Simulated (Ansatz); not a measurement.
# La2Cu2Se2SO: complex band structure, part 3 of 3

A new crystal, La2Cu2Se2SO: structure, gap and complex bands. It is built by putting S for part of the O in the LaCuSeO structure of space group P4/nmm, with the volume rescaled by atomic radii. The parent structure comes from the Materials Project.

Ansatz 0.2.0; PBEsol DFT, plane waves, PAW files (the session's first sound run).

So far, gap on the k-mesh (eV): step 3 (the bulk crystal and its band edges, PBEsol) 0.834; step 7 (PBE) 0.890.

The structure was built from a prototype and need not be the compound's stable phase.

## 8. Complex bands at another level

This step: PBE DFT, plane waves, PAW files; complex bands by layer matching along the plane's normal (Ansatz 0.2.0).

The complex bands at that level, over its own gap, at (0, 0) and (0.5, 0).

input.yaml

```yaml
crystal:
  lattice:
    - [4.230444775, 0.0, 0.0]
    - [0.0, 4.230444775, 0.0]
    - [0.0, 0.0, 8.671963033]
  atoms:
    - { symbol: La, position: [0.0, 0.5, 0.8303368441] }
    - { symbol: La, position: [0.5, 0.0, 0.1696631559] }
    - { symbol: Cu, position: [0.5, 0.5, 0.5] }
    - { symbol: Cu, position: [0.0, 0.0, 0.5] }
    - { symbol: Se, position: [0.0, 0.5, 0.3437684098] }
    - { symbol: Se, position: [0.5, 0.0, 0.6562315902] }
    - { symbol: O, position: [0.5, 0.5, 0.0] }
    - { symbol: S, position: [0.0, 0.0, 0.0] }
kpoints:
  mp_grid: { grid: [6, 6, 4] }
scf:
  occupations: { method: fixed }
hamiltonian:
  xc: pbe
output:
  eigenvalues: true
  transmission:
    leads: [[0, 0]]
    kpoints: [[0.0, 0.0], [0.5, 0.0]]
    e_range: [-1.0, 1.89]
    de: 0.07
```

On the command line:

```console
> ansatz run input.yaml --threads 2 --pin off --max-ram 4096MiB --backend cpu --events-out ev --progress --plain --runs-dir out
```

Numbers of over 12 decimals in the logs are rounded to 6 here.

What it wrote:

```text
[...]
Crystal: 8 atoms, lattice volume = 155.199 Å³
Basis set: ecut = 420 eV, 3009 PW (Γ)
Bands: 63, of which v1, the nominal top of the filled ones, is band 52 counted from 1 (51 counted from 0)
Symmetry: 8 space group operations
[...]
k-points: 30 of 144 (time reversal used)
[...]
SCF iter   1: F=—  HF=-38167.219780 eV  |F-HF|=—  |Δ(HF+E_count)|=         —  Δρ=3.64e-3  dr2=3.45e-2  ethr=1.77e-3  ⟨swp⟩=6.0  Hψ=6007  notcnv=0  defer=238
[...]
SCF iter  10: F=-38167.214979 eV  HF=-38167.214979 eV  |F-HF|=7.50e-9  |Δ(HF+E_count)|=   5.39e-8  Δρ=3.13e-6  dr2=2.30e-8  ethr=9.62e-11  ⟨swp⟩=12.1  Hψ=7874  notcnv=0
SCF 1 converged in 10 iterations: F = -38167.214979 eV  dr2 = 2.30e-8
[...]
transmission: 11 of 22 steps passed
transmission: 22 of 22 steps passed
SCF converged after 10 iterations
Free energy (F): -38167.214979 eV
[...]
Internal energy: -38167.214979 eV  (E = F + TS)
E sigma→0 (E₀):  -38167.214979 eV
Fermi energy:    11.664651 eV
[...]
--- Band table (eV; the first three rows and the last of 30) ---
  k-point 0: bands = [... 48 lower, 10.3979, 11.6303, 11.6303, 11.6647, 12.5546, 13.3310, 13.4340, 13.6556, ... 7 higher]
  k-point 1: bands = [... 48 lower, 10.5431, 11.3413, 11.5207, 11.5207, 12.6440, 13.3774, 13.4701, 13.7083, ... 7 higher]
  k-point 2: bands = [... 48 lower, 10.6999, 11.0473, 11.3835, 11.3835, 12.8359, 13.0866, 13.5589, 13.8844, ... 7 higher]
  k-point 29: bands = [... 48 lower, 10.1177, 10.1320, 10.5940, 10.5940, 14.1488, 14.1488, 14.2267, 14.3099, ... 7 higher]
--- Transmission ---
  basis      : 149 plane waves across, 11 finite elements along
  points     : 2, as listed
[...]
channels       : 0.000000e0 a spin
[...]
slowest decay  : 0.1537 /Å at (0.0000, 0.0000)
```

Wall time 33 s (2 threads of Arm Neoverse V2, shared host); peak memory 0.69 GiB; 65 s of CPU time.

Numbers from this step:

```
level to which the leads are filled                       : 0.4450 eV from the Fermi level
decay constant at the filling level, zone centre          : 0.1537 Å⁻¹
decay constant at the filling level, slowest listed point : 0.1537 Å⁻¹
```

K parallel (0, 0); values up to 1.5 1/Å, a degenerate pair printed once or twice; energies at which all values exceed this have no row. Im kz of the slowest decaying states against energy, zero at the highest filled level on the SCF mesh:

```csv
energy (eV),decay 1 (Å⁻¹),decay 2 (Å⁻¹),decay 3 (Å⁻¹),decay 4 (Å⁻¹)
-1.00,0.166,0.441,0.632,0.708
-0.86,0.113,0.138,0.452,0.633
-0.79,0.119,0.136,0.457,0.633
-0.65,0.0539,0.155,0.467,0.634
-0.51,0.148,0.477,0.633,0.729
-0.44,0.134,0.482,0.633,0.732
-0.30,0.0543,0.495,0.632,0.742
-0.23,0.504,0.631,0.748,1.14
-0.09,0.527,0.628,0.730,0.798
-0.02,0.0612,0.545,0.627,0.671
0.05,0.0598,0.143,0.572,0.625
0.12,0.0899,0.189,0.615,0.618
0.26,0.125,0.249,0.585,0.618
0.40,0.146,0.290,0.515,0.613
0.47,0.154,0.307,0.456,0.498
0.61,0.164,0.334,0.344,0.476
0.75,0.169,0.236,0.357,0.446
0.82,0.155,0.181,0.366,0.430
0.96,0.174,0.382,0.396,0.584
1.10,0.170,0.359,0.395,0.575
1.17,0.167,0.339,0.401,0.570
1.31,0.0569,0.157,0.293,0.410
1.38,0.0415,0.149,0.265,0.413
1.52,0.130,0.195,0.419,0.540
1.66,0.0509,0.0784,0.421,0.527
1.73,0.0213,0.0544,0.421,0.520
1.87,0.419,0.505,0.505,0.799
```

K parallel (0, 0). Table of Re kz of states that move upwards by energy, zero at the highest filled level on the SCF mesh:

```csv
energy (eV),channel 1 (Å⁻¹),channel 2 (Å⁻¹),channel 3 (Å⁻¹)
-1.00,0.287,0.287,-
-0.93,-,-,-
-0.86,-,-,-
-0.79,-,-,-
-0.72,-,-,-
-0.58,-0.303,-,-
-0.51,-0.260,-,-
-0.44,-0.228,-,-
-0.37,-0.199,-,-
-0.30,-0.172,-,-
-0.23,-0.265,-0.265,-0.145
-0.16,-0.196,-0.196,-0.117
-0.09,-0.124,-0.124,-0.0851
-0.02,-0.0388,-,-
0.12,-,-,-
0.19,-,-,-
0.26,-,-,-
0.33,-,-,-
0.40,-,-,-
0.47,-,-,-
0.54,-,-,-
0.61,-,-,-
0.68,-,-,-
0.75,-,-,-
0.89,0.00892,-,-
0.96,0.160,-,-
1.03,0.228,-,-
1.10,0.282,-,-
1.17,0.354,-,-
1.24,-,-,-
1.31,-,-,-
1.38,-,-,-
1.45,-0.324,-,-
1.59,-0.249,-,-
1.66,-0.215,-,-
1.73,-,-,-
1.80,0.0509,-,-
1.87,-0.126,0.0993,0.291
```

K parallel (0.5, 0); values up to 1.5 1/Å, a degenerate pair printed once or twice; energies at which all values exceed this have no row. The Im kz of the slowest decaying states by energy, zero at the highest filled level on the SCF mesh:

```csv
energy (eV),decay 1 (Å⁻¹),decay 2 (Å⁻¹),decay 3 (Å⁻¹),decay 4 (Å⁻¹)
-1.00,0.117,0.169,0.214,0.345
-0.86,0.0990,0.101,0.348,0.396
-0.72,0.198,0.266,0.340,0.792
-0.58,0.138,0.261,0.327,0.435
-0.44,0.212,0.298,0.365,0.428
-0.30,0.253,0.322,0.391,0.424
-0.16,0.282,0.339,0.410,0.427
-0.02,0.304,0.352,0.424,0.430
0.12,0.322,0.360,0.434,0.434
0.26,0.337,0.366,0.439,0.442
0.40,0.351,0.369,0.444,0.447
0.61,0.370,0.374,0.451,0.456
0.75,0.369,0.404,0.452,0.459
0.89,0.366,0.415,0.451,0.517
1.03,0.361,0.396,0.449,0.498
1.17,0.355,0.373,0.445,0.474
1.31,0.343,0.347,0.439,0.445
1.45,0.297,0.337,0.406,0.433
1.59,0.212,0.325,0.342,0.424
1.73,0.105,0.250,0.286,0.312
1.87,0.231,0.295,0.299,0.301
```

At the listed wavevectors the last open channel is at -0.02 eV and the next at +0.89 eV on the grid. At +0.47 eV, the grid energy nearest the filling level (the middle of the gap on the SCF mesh), the slowest state at the listed wavevectors decays with κ = 0.154 Å⁻¹, its amplitude falling by e over 6.5 Å; the first such run, plane (001), gave 0.141 Å⁻¹.

## 9. A repeat with changed settings

This step: PBEsol DFT, plane waves, PAW files; complex bands by layer matching along the plane's normal; changed: basis.ecutwfc = "33.1 Ry", hamiltonian.hubbard = {"sites": [{"species": "La", "l": "f", "u_eff": 5.0}], "double_counting": "amf"}, scf.lower_state_search = "light" (Ansatz 0.2.0).

This run repeats an earlier one, its twin (the complex run, plane (001)), with four settings changed (scf.lower_state_search, hamiltonian.hubbard.sites, hamiltonian.hubbard.double_counting, basis.ecutwfc; files written aside). It is meant to test how the run responds to these settings. Where the input is shown as a difference, that is against the step before, not the twin.

input.yaml: that of step 8 with these lines changed.

```diff
@@ -18,4 +18,6 @@
   occupations: { method: fixed }
+  lower_state_search: light
 hamiltonian:
-  xc: pbe
+  xc: pbesol
+  hubbard: { sites: [{ species: La, l: f, u_eff: 5.0 }], double_counting: amf }
 output:
@@ -25,3 +27,5 @@
     kpoints: [[0.0, 0.0], [0.5, 0.0]]
-    e_range: [-1.0, 1.89]
+    e_range: [-1.0, 1.83]
     de: 0.07
+basis:
+  ecutwfc: "33.1 Ry"
```

What it wrote:

```text
La: projections on atomic orbitals take those of the free atom [Kr 4d10] 4f0 5s2 5p6 5d1 6s2, of charge +0.00 (hamiltonian.pseudopotentials.projection_atoms); the dataset's partial waves leave at most 1.9e-5 of an orbital's norm unspanned inside its sphere
Cu: projections on atomic orbitals take those of the free atom [Ne] 3s2 3p6 3d10 4s1, of charge +0.00 (hamiltonian.pseudopotentials.projection_atoms); the dataset's partial waves leave at most 2.0e-6 of an orbital's norm unspanned inside its sphere
Se: projections on atomic orbitals take those of the free atom [Ar] 3d10 4s2 4p4, of charge +0.00 (hamiltonian.pseudopotentials.projection_atoms); the dataset's partial waves leave at most 2.3e-6 of an orbital's norm unspanned inside its sphere
O: projections on atomic orbitals take those of the free atom [He] 2s2 2p4, of charge +0.00 (hamiltonian.pseudopotentials.projection_atoms); the dataset's partial waves leave at most 1.9e-8 of an orbital's norm unspanned inside its sphere
S: projections on atomic orbitals take those of the free atom [Ne] 3s2 3p4, of charge +0.00 (hamiltonian.pseudopotentials.projection_atoms); the dataset's partial waves leave at most 1.6e-7 of an orbital's norm unspanned inside its sphere
[...]
Crystal: 8 atoms, lattice volume = 155.199 Å³
Basis set: ecut = 450.348442 eV, 3391 PW (Γ)
Bands: 63, of which v1, the nominal top of the filled ones, is band 52 counted from 1 (51 counted from 0)
Symmetry: 8 space group operations
[...]
k-points: 30 of 144 (time reversal used)
[...]
SCF iter   1: F=—  HF=-37808.833593 eV  |F-HF|=—  |Δ(HF+E_count)|=         —  Δρ=1.64e-1  dr2=7.10e1  ethr=3.10e-3  ⟨swp⟩=4.5  Hψ=5620  notcnv=0  defer=101
[...]
SCF iter  14: F=-37803.448891 eV  HF=-37803.448891 eV  |F-HF|=4.42e-8  |Δ(HF+E_count)|=   5.59e-8  Δρ=7.34e-6  dr2=7.57e-8  ethr=9.62e-11  ⟨swp⟩=13.4  Hψ=8867  notcnv=0
SCF 1 converged in 14 iterations: F = -37803.448891 eV  dr2 = 7.57e-8
[...]
transmission: 12 of 24 steps passed
transmission: 24 of 24 steps passed
SCF converged after 14 iterations
Free energy (F): -37803.448891 eV
[...]
Internal energy: -37803.448891 eV  (E = F + TS)
E sigma→0 (E₀):  -37803.448891 eV
Fermi energy:    11.520630 eV
[...]
DFT+U double counting: amf (around mean field; hamiltonian.hubbard.double_counting)
--- Band table (eV; the first three rows and the last of 30) ---
  k-point 0: bands = [... 48 lower, 10.2490, 11.4878, 11.4878, 11.5206, 12.3439, 13.1161, 13.2002, 13.4355, ... 7 higher]
  k-point 1: bands = [... 48 lower, 10.3965, 11.1806, 11.3751, 11.3751, 12.4314, 13.1644, 13.2548, 13.4942, ... 7 higher]
  k-point 2: bands = [... 48 lower, 10.5575, 10.8766, 11.2328, 11.2328, 12.6164, 12.8784, 13.3506, 13.6824, ... 7 higher]
  k-point 29: bands = [... 48 lower, 9.9509, 9.9653, 10.4510, 10.4510, 13.9609, 13.9609, 14.0993, 14.1730, ... 7 higher]
Occupation matrices written to <dir>
--- Transmission ---
  basis      : 177 plane waves across, 12 finite elements along
  points     : 2, as listed
[...]
channels       : 0.000000e0 a spin
[...]
slowest decay  : 0.1405 /Å at (0.0000, 0.0000)
```

The job ended after 54 s (2 threads; peak memory 1 GiB; 1.8 min of CPU time).

Numbers from this step:

- free energy: -37803.4489 eV
- Fermi energy: 11.52 eV
- gap on the k-mesh: 0.8233 eV
- level to which the leads are filled: 0.4116 eV from the Fermi level
- decay constant at the filling level, zone centre: 0.1405 Å⁻¹
- decay constant at the filling level, slowest listed point: 0.1405 Å⁻¹

K parallel (0, 0); values up to 1.5 1/Å, a degenerate pair printed once or twice; energies at which all values exceed this have no row. The Im kz of the slowest decaying states by energy, zero at the highest filled level on the SCF mesh:

```csv
energy (eV),decay 1 (Å⁻¹),decay 2 (Å⁻¹),decay 3 (Å⁻¹),decay 4 (Å⁻¹)
-1.00,0.159,0.438,0.630,0.702
-0.86,0.110,0.129,0.448,0.631
-0.72,0.0800,0.146,0.458,0.631
-0.58,0.151,0.467,0.631,0.719
-0.44,0.130,0.478,0.630,0.726
-0.30,0.0431,0.492,0.629,0.736
-0.16,0.512,0.627,0.749,1.03
-0.02,0.0570,0.548,0.624,0.649
0.12,0.0869,0.186,0.599,0.620
0.26,0.120,0.246,0.585,0.615
0.40,0.141,0.287,0.485,0.610
0.54,0.153,0.318,0.353,0.476
0.68,0.159,0.242,0.343,0.445
0.82,0.0340,0.166,0.363,0.412
0.96,0.164,0.376,0.379,0.580
1.10,0.0168,0.158,0.337,0.392
1.24,0.0600,0.148,0.291,0.403
1.38,0.131,0.232,0.411,0.548
1.52,0.107,0.139,0.416,0.535
1.66,0.0191,0.0373,0.419,0.521
1.80,0.419,0.506,0.796,0.950
```

K parallel (0, 0). Table of Re kz of states that move upwards by energy, zero at the highest filled level on the SCF mesh:

```csv
energy (eV),channel 1 (Å⁻¹),channel 2 (Å⁻¹),channel 3 (Å⁻¹)
-1.00,0.286,0.286,-
-0.93,-,-,-
-0.79,-,-,-
-0.72,-,-,-
-0.58,-0.286,-,-
-0.51,-0.249,-,-
-0.44,-0.219,-,-
-0.30,-0.166,-,-
-0.23,-0.260,-0.260,-0.141
-0.16,-0.194,-0.194,-0.113
-0.02,-0.0376,-,-
0.05,-,-,-
0.19,-,-,-
0.26,-,-,-
0.33,-,-,-
0.47,-,-,-
0.54,-,-,-
0.61,-,-,-
0.75,-,-,-
0.82,-,-,-
0.96,0.227,-,-
1.03,0.284,-,-
1.10,-,-,-
1.24,-,-,-
1.31,-,-,-
1.38,-0.327,-,-
1.52,-0.250,-,-
1.59,-0.216,-,-
1.73,0.0637,-,-
1.80,-0.121,0.108,0.284
```

K parallel (0.5, 0); values up to 1.5 1/Å, a degenerate pair printed once or twice; energies at which all values exceed this have no row. Im kz of the slowest decaying states against energy, zero at the highest filled level on the SCF mesh:

```csv
energy (eV),decay 1 (Å⁻¹),decay 2 (Å⁻¹),decay 3 (Å⁻¹),decay 4 (Å⁻¹)
-1.00,0.0889,0.144,0.202,0.326
-0.86,0.0725,0.131,0.318,0.409
-0.79,0.147,0.222,0.268,0.279
-0.65,0.0555,0.235,0.303,0.404
-0.58,0.140,0.260,0.328,0.435
-0.44,0.210,0.296,0.364,0.459
-0.30,0.251,0.319,0.389,0.432
-0.23,0.266,0.328,0.399,0.430
-0.09,0.290,0.343,0.415,0.430
-0.02,0.300,0.348,0.421,0.431
0.12,0.317,0.356,0.431,0.434
0.26,0.332,0.362,0.438,0.438
0.33,0.339,0.364,0.441,0.441
0.47,0.353,0.366,0.445,0.447
0.54,0.361,0.366,0.446,0.451
0.68,0.365,0.381,0.447,0.464
0.82,0.362,0.414,0.446,0.516
0.89,0.361,0.405,0.446,0.507
1.03,0.356,0.385,0.443,0.488
1.10,0.353,0.373,0.441,0.476
1.24,0.344,0.345,0.436,0.449
1.38,0.301,0.336,0.413,0.430
1.45,0.265,0.331,0.389,0.426
1.59,0.149,0.277,0.298,0.319
1.66,0.235,0.293,0.312,0.399
1.80,0.238,0.295,0.297,0.306
```

The least decay constant is 0.141 Å⁻¹ against 0.141 Å⁻¹ in the twin: no change within 1 %, at 1.7 times the CPU time.

## 10. Summary of results

```json
{
  "band gap": "0.834 eV",
  "least decay constant at mid-gap, normal to (001)": "0.141 Å⁻¹",
  "least decay constant at mid-gap, normal to (100)": "0.129 Å⁻¹",
  "least decay constant on a mesh, normal to (001)": "0.143 Å⁻¹",
  "least decay constant, PBE": "0.154 Å⁻¹"
}
```

**Reading.** With PBEsol, the slowest decay at the wavevectors tried is κ = 0.129 Å⁻¹, normal to (100). Through such a film the transmission near mid-gap falls as exp(−2κd), a factor of ten every 8.9 Å. The directions tried decay at nearly the same rate. A free electron under a barrier of half the gap would need a mass of 0.15 mₑ to decay at this rate. With PBE the gap goes from 0.834 to 0.890 eV and the decay constant, over the first 2 listed wavevectors, from 0.141 to 0.154 Å⁻¹. The compound is made up by substitution; its stability against other phases and against distortions of the cell's symmetry was not tested. A semilocal functional narrows gaps, so real decay constants are likely larger.

[Logs are printed without paths, hosts, clocks, repeated set-up lines and the standing remarks that a program may print on its own settings, such as how far it seeks lower states.]

[Hosts, paths, dates, database ids (printed as entryN), source tags and the programs' standing remarks are cut or masked in the printed files.]
